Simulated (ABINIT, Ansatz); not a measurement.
## CsCaBr3 (Pm-3m): G0W0 on several meshes in ABINIT

Wanted: mesh dependence and cost of G0W0 for CsCaBr3 (Pm-3m).

Method: LDA and many-body steps on it, plane waves, in ABINIT 10.8.3.

Most raw output is cut from this account.

**1. Set-up**

The structure is cubic, space group Pm-3m (No. 221). Conventional cell: a = 5.709 Å, b = 5.709 Å, c = 5.709 Å, α = 90.00°, β = 90.00°, γ = 90.00°. Nearest to Cs lie 12 Br at 4.04 Å. Nearest to Ca lie 6 Br at 2.85 Å. Nearest to Br lie 2 Ca at 2.85 Å and 4 Cs at 4.04 Å. Farther neighbours and most contacts between anions are not listed.

The cell and positions are those that the Materials Project relaxed with its own functionals (PBE, PBE+U or r2SCAN), kept fixed. Spin-orbit coupling is left out unless a step names it.

**2. Empty states on the mesh, 2×2×2 mesh, 631 bands**

This step: ABINIT 10.8.3; DFT, LDA, plane waves, norm-conserving pseudopotentials.

The sums over transitions need many empty states on a uniform mesh; this step solves for them.

File run.abi:

```
acell 3*1.0 Angstrom
rprim 
  5.708665730000 0.000000000000 0.000000000000
  0.000000000000 5.708665730000 0.000000000000
  0.000000000000 0.000000000000 5.708665730000
ntypat 3
znucl 55 20 35
natom 5
typat 1 2 3 3 3
xred 
  0.000000000000 0.000000000000 0.000000000000
  0.500000000000 0.500000000000 0.500000000000
  0.500000000000 0.000000000000 0.500000000000
  0.000000000000 0.500000000000 0.500000000000
  0.500000000000 0.500000000000 0.000000000000
pp_dirpath "pseudos"
pseudos "Cs.upf, Ca.upf, Br.upf"
ecut 30
ngkpt 2 2 2
nshiftk 1
shiftk 0 0 0
kptopt 1
chksymbreak 0
iscf -2
irdden 1
istwfk *1
nband 631
nbdbuf 56
tolwfr 1e-09
nstep 60
prtvol 0
indata_prefix "in"
outdata_prefix "out"
tmpdata_prefix "tmp"
```

Started as:

```
OMP_NUM_THREADS=1 mpirun -n 4 abinit run.abi > log
```

It took 12 min on 4 MPI ranks of Arm Neoverse V1, shared host; peak memory 0.81 GiB; 47 min of CPU time.

Numbers from this step:

| Item | Value |
| --- | --- |
| gap | 4.079 eV |
| k of the valence top | 0.5, 0.5, 0.5 |
| k of the conduction bottom | 0, 0, 0 |
| least direct gap | 4.333 eV |
| k points computed | 4 |
| lowest point of the top converged band, above the valence top | 113.8924 eV |

On this mesh the gap is 4.079 eV.

The density comes from a self-consistent run that is not shown.

**3. Screening, 2×2×2 mesh, 246 bands, screening to 141.5 eV**

The RPA dielectric matrix is built and inverted for each q.

This step: RPA screening on LDA, plane waves, norm-conserving pseudopotentials.

Edit run.abi of step 2 so:

```diff
@@ -23,10 +23,11 @@
 chksymbreak 0
-iscf -2
-irdden 1
 istwfk *1
-nband 631
-nbdbuf 56
-tolwfr 1e-09
-nstep 60
-prtvol 0
+occopt 1
+irdwfk 1
+optdriver 3
+nband 246
+ecuteps 5.2
+inclvkb 2
+awtr 1
+symchi 1
 indata_prefix "in"
```

Wall time 93 s (4 MPI ranks); peak memory 2.2 GiB; 6.2 min of CPU time.

Numbers from this step:

| Quantity | Value |
| --- | --- |
| ε∞ with local fields, on this mesh, along the program's q direction | 3.203 |
| the same without local fields | 3.781 |
| plasma frequency | 17.22 eV |
| plane waves in the screening matrix | 739 |

Local fields lower ε∞ by 15 %. On a Γ-centred mesh this coarse the value itself is usually too large, while a short band sum pulls it down.

**4. 2×2×2**

The self-energy is evaluated for the states that the input lists, and the levels follow from it, in one-shot runs by the linearised quasiparticle equation.

This step: G0W0 on LDA, plane waves, norm-conserving pseudopotentials.

Edit run.abi of step 3 so:

```diff
@@ -26,8 +26,17 @@
 irdwfk 1
-optdriver 3
+optdriver 4
 nband 246
+gwcalctyp 0
+ecutsigx 30
+symsigma 1
+nkptgw 2
+kptgw 
+  0.5000000000 0.5000000000 0.5000000000
+  0.0000000000 0.0000000000 0.0000000000
+bdgw 
+  18 23
+  18 24
 ecuteps 5.2
-inclvkb 2
-awtr 1
-symchi 1
+irdscr 1
+ppmodel 1
 indata_prefix "in"
```

Wall time 87 s (4 MPI ranks); peak memory 2.3 GiB.

This step gave:

* G0W0 gap on the points computed: 6.328 eV
* starting gap on the mesh: 4.079 eV
* k of the valence top: 0.5, 0.5, 0.5
* k of the conduction bottom: 0, 0, 0
* Z at the valence top: 0.801
* Z at the conduction bottom: 0.85
* least direct G0W0 gap on the computed points: 6.582 eV

The gap on the mesh goes from 4.08 eV to 6.33 eV, a correction of +2.25 eV.

**5. Empty states on the mesh, 4×4×4 mesh, 270 bands**

This step: DFT, LDA, plane waves, norm-conserving pseudopotentials.

Edit run.abi of step 4 so:

```diff
@@ -18,3 +18,3 @@
 ecut 30
-ngkpt 2 2 2
+ngkpt 4 4 4
 nshiftk 1
@@ -23,20 +23,10 @@
 chksymbreak 0
+iscf -2
+irdden 1
 istwfk *1
-occopt 1
-irdwfk 1
-optdriver 4
-nband 246
-gwcalctyp 0
-ecutsigx 30
-symsigma 1
-nkptgw 2
-kptgw 
-  0.5000000000 0.5000000000 0.5000000000
-  0.0000000000 0.0000000000 0.0000000000
-bdgw 
-  18 23
-  18 24
-ecuteps 5.2
-irdscr 1
-ppmodel 1
+nband 270
+nbdbuf 24
+tolwfr 1e-09
+nstep 60
+prtvol 0
 indata_prefix "in"
```

Elapsed: 8.7 min, on 4 MPI ranks; peak memory 0.74 GiB.

Numbers from this step:

- gap: 4.079 eV
- k of the valence top: 0.5, 0.5, 0.5
- k of the conduction bottom: 0, 0, 0
- least direct gap: 4.333 eV
- k points computed: 10
- lowest point of the top converged band, above the valence top: 59.8065 eV

On this mesh the gap is 4.079 eV.

**6. Screening, 4×4×4 mesh, 246 bands, screening to 141.5 eV**

This step: RPA screening on LDA, plane waves, norm-conserving pseudopotentials.

Edit run.abi of step 5 so:

```diff
@@ -23,10 +23,11 @@
 chksymbreak 0
-iscf -2
-irdden 1
 istwfk *1
-nband 270
-nbdbuf 24
-tolwfr 1e-09
-nstep 60
-prtvol 0
+occopt 1
+irdwfk 1
+optdriver 3
+nband 246
+ecuteps 5.2
+inclvkb 2
+awtr 1
+symchi 1
 indata_prefix "in"
```

It took 14 min on 4 MPI ranks; peak memory 4.3 GiB.

Numbers from this step:

| Property | Result |
| --- | --- |
| ε∞ with local fields, on this mesh, along the program's q direction | 2.948 |
| the same without local fields | 3.505 |
| plasma frequency | 17.22 eV |
| plane waves in the screening matrix | 739 |

**7. 4×4×4**

This step: G0W0 on LDA, plane waves, norm-conserving pseudopotentials.

Edit run.abi of step 6 so:

```diff
@@ -26,8 +26,17 @@
 irdwfk 1
-optdriver 3
+optdriver 4
 nband 246
+gwcalctyp 0
+ecutsigx 30
+symsigma 1
+nkptgw 2
+kptgw 
+  0.5000000000 0.5000000000 0.5000000000
+  0.0000000000 0.0000000000 0.0000000000
+bdgw 
+  18 23
+  18 24
 ecuteps 5.2
-inclvkb 2
-awtr 1
-symchi 1
+irdscr 1
+ppmodel 1
 indata_prefix "in"
```

Run time: 3.5 min. Hardware: 4 MPI ranks; peak memory 4.7 GiB.

This step gave:

| Quantity | Value |
| --- | --- |
| G0W0 gap on the points computed | 6.431 eV |
| starting gap on the mesh | 4.079 eV |
| k of the valence top | 0.5, 0.5, 0.5 |
| k of the conduction bottom | 0, 0, 0 |
| Z at the valence top | 0.801 |
| Z at the conduction bottom | 0.851 |
| least direct G0W0 gap on the computed points | 6.669 eV |

Against G0W0 in ABINIT (2×2×2 mesh, 246 bands, screening to 141.5 eV, Godby-Needs plasmon pole), the gap moves by +0.103 eV.

**8. The runs together**

Times are wall times on 4 MPI ranks of Arm Neoverse V1, shared host, good to a factor of about two. A run's time includes the screening step that it read.

| run | mesh | bands | screening cutoff (eV) | DFT gap (eV) | gap on the mesh (eV) | direct (eV) | ε∞ used | time |
| --- | --- | --- | --- | --- | --- | --- | --- | --- |
| 2×2×2 | 2×2×2 | 246 | 141.5 | 4.079 | 6.328 | 6.582 | 3.20 | 3 min |
| 4×4×4 | 4×4×4 | 246 | 141.5 | 4.079 | 6.431 | 6.669 | 2.95 | 18 min |

**9. Summary of results**

* 2×2×2: 6.328 eV
* 4×4×4: 6.431 eV
* known limits: not at the basis limit; no spin-orbit coupling; coarse k mesh

**Reading.** 4×4×4: +0.103 eV against 2×2×2. Bands and cutoff are finite, so the gap is not at the basis limit. The miss can reach some tenths of an eV and take either sign; the mesh is an error of its own. In the G0W0 runs levels were corrected at 2 k points alone, so a gap called «on the mesh» is the least over those, and an edge elsewhere would be missed. The 2×2×2 mesh is coarse for this cell, which bears on the long-range parts of exchange and screening. This is the ideal cubic cell; many perovskites, halides above all, are cubic only on average, and local tilts or off-centring can widen the gap. The many-body steps are scalar-relativistic: spin-orbit coupling is not in them.

[Paths, hosts, dates, memory and timing lines, banners, echoed tables and standing remarks are left out of the program output.]

[Logs are printed without paths, hosts, clocks, repeated set-up lines and the standing remarks that a program may print on its own settings, such as how far it seeks lower states.]

[Runs of the session that timed out or met a known fault of the program may be left out.]

[Hosts, paths, dates, database ids (printed as entryN), source tags and the programs' standing remarks are cut or masked in the printed files.]

[G0W0 gaps are taken among the corrected bands and points alone; a level outside them can change the order at an edge.]

[Where Ansatz stands beside ABINIT at settings called matched, ABINIT's density can come from a denser mesh and the files from another edition; pairs whose starting gaps differed by over 0.03 eV were left out, so agreement reads better than it is.]
